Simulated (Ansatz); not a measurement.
C (Fd-3m): refractive index against wavelength

The refractive index of C (Fd-3m) below the direct gap (5.59 eV on the mesh) is read from one computed spectrum, n = √(Re ε).

Cell: a, b, c = 2.522, 2.522, 2.522 Å (primitive vectors), 2 atoms.

Method: Ansatz 0.2.0, PBE, independent particles, k-mesh 18×18×18 with interpolation inside its cells, Gaussian parameter 0.2 eV.

Launch of the response step: `ansatz run input.yaml --threads 4 --pin off --max-ram 8192MiB --backend cpu --events-out ev --progress --plain --runs-dir out`. The run took 3 s, on 4 threads of Arm Neoverse V1 (shared host).

```tsv
wavelength (nm)	photon energy E (eV)	n
700	1.771	2.4710
633	1.959	2.4780
532	2.331	2.4945
450	2.755	2.5178
405	3.061	2.5381
365	3.397	2.5643
308	4.025	?
```

In the single-oscillator model n² − 1 = E₀E_d/(E₀² − E²), so 1/(n² − 1) = E₀/E_d − E²/(E₀E_d) is linear in E².

Working, on the rows shown:

| x = E² (eV²) | y = 1/(n² − 1) |
| --- | --- |
| 3.13716 | 0.195854 |
| 3.83641 | 0.194534 |
| 5.43137 | 0.191478 |
| 7.59115 | 0.18729 |
| 9.37179 | 0.183758 |
| 11.5384 | 0.179352 |

Means: x̄ = 6.8177, ȳ = 0.18871. Σ(x − x̄)(y − ȳ) = -0.1054, Σ(x − x̄)² = 53.76. Slope = -0.1054 / 53.76 = -0.001961; intercept = ȳ − slope · x̄ = 0.20208. Turned back into n, the line misses the rows shown by at most 0.00062.

What does the fit predict for the withheld row, and how well does it do?

At x = 16.204 the line gives y = 0.17031, that is 2.6214. The run gave 2.6274, so the extrapolation is off by 0.006, 4 % of the range in the table.

Refitted with all rows, the slope is -0.002017 and the intercept 0.20241. These give E₀ = √(intercept/−slope) = 10.02 eV and E_d = E₀/intercept = 49.5 eV; E₀ is 1.8 times the direct gap. The electronic limit at long wavelengths, without lattice vibrations, is n = √(1 + 1/intercept) = 2.437. Excitons are left out and so are local fields; PBE gaps are as a rule too small.

[Logs are printed without paths, hosts, clocks, repeated set-up lines and the standing remarks that a program may print on its own settings, such as how far it seeks lower states.]
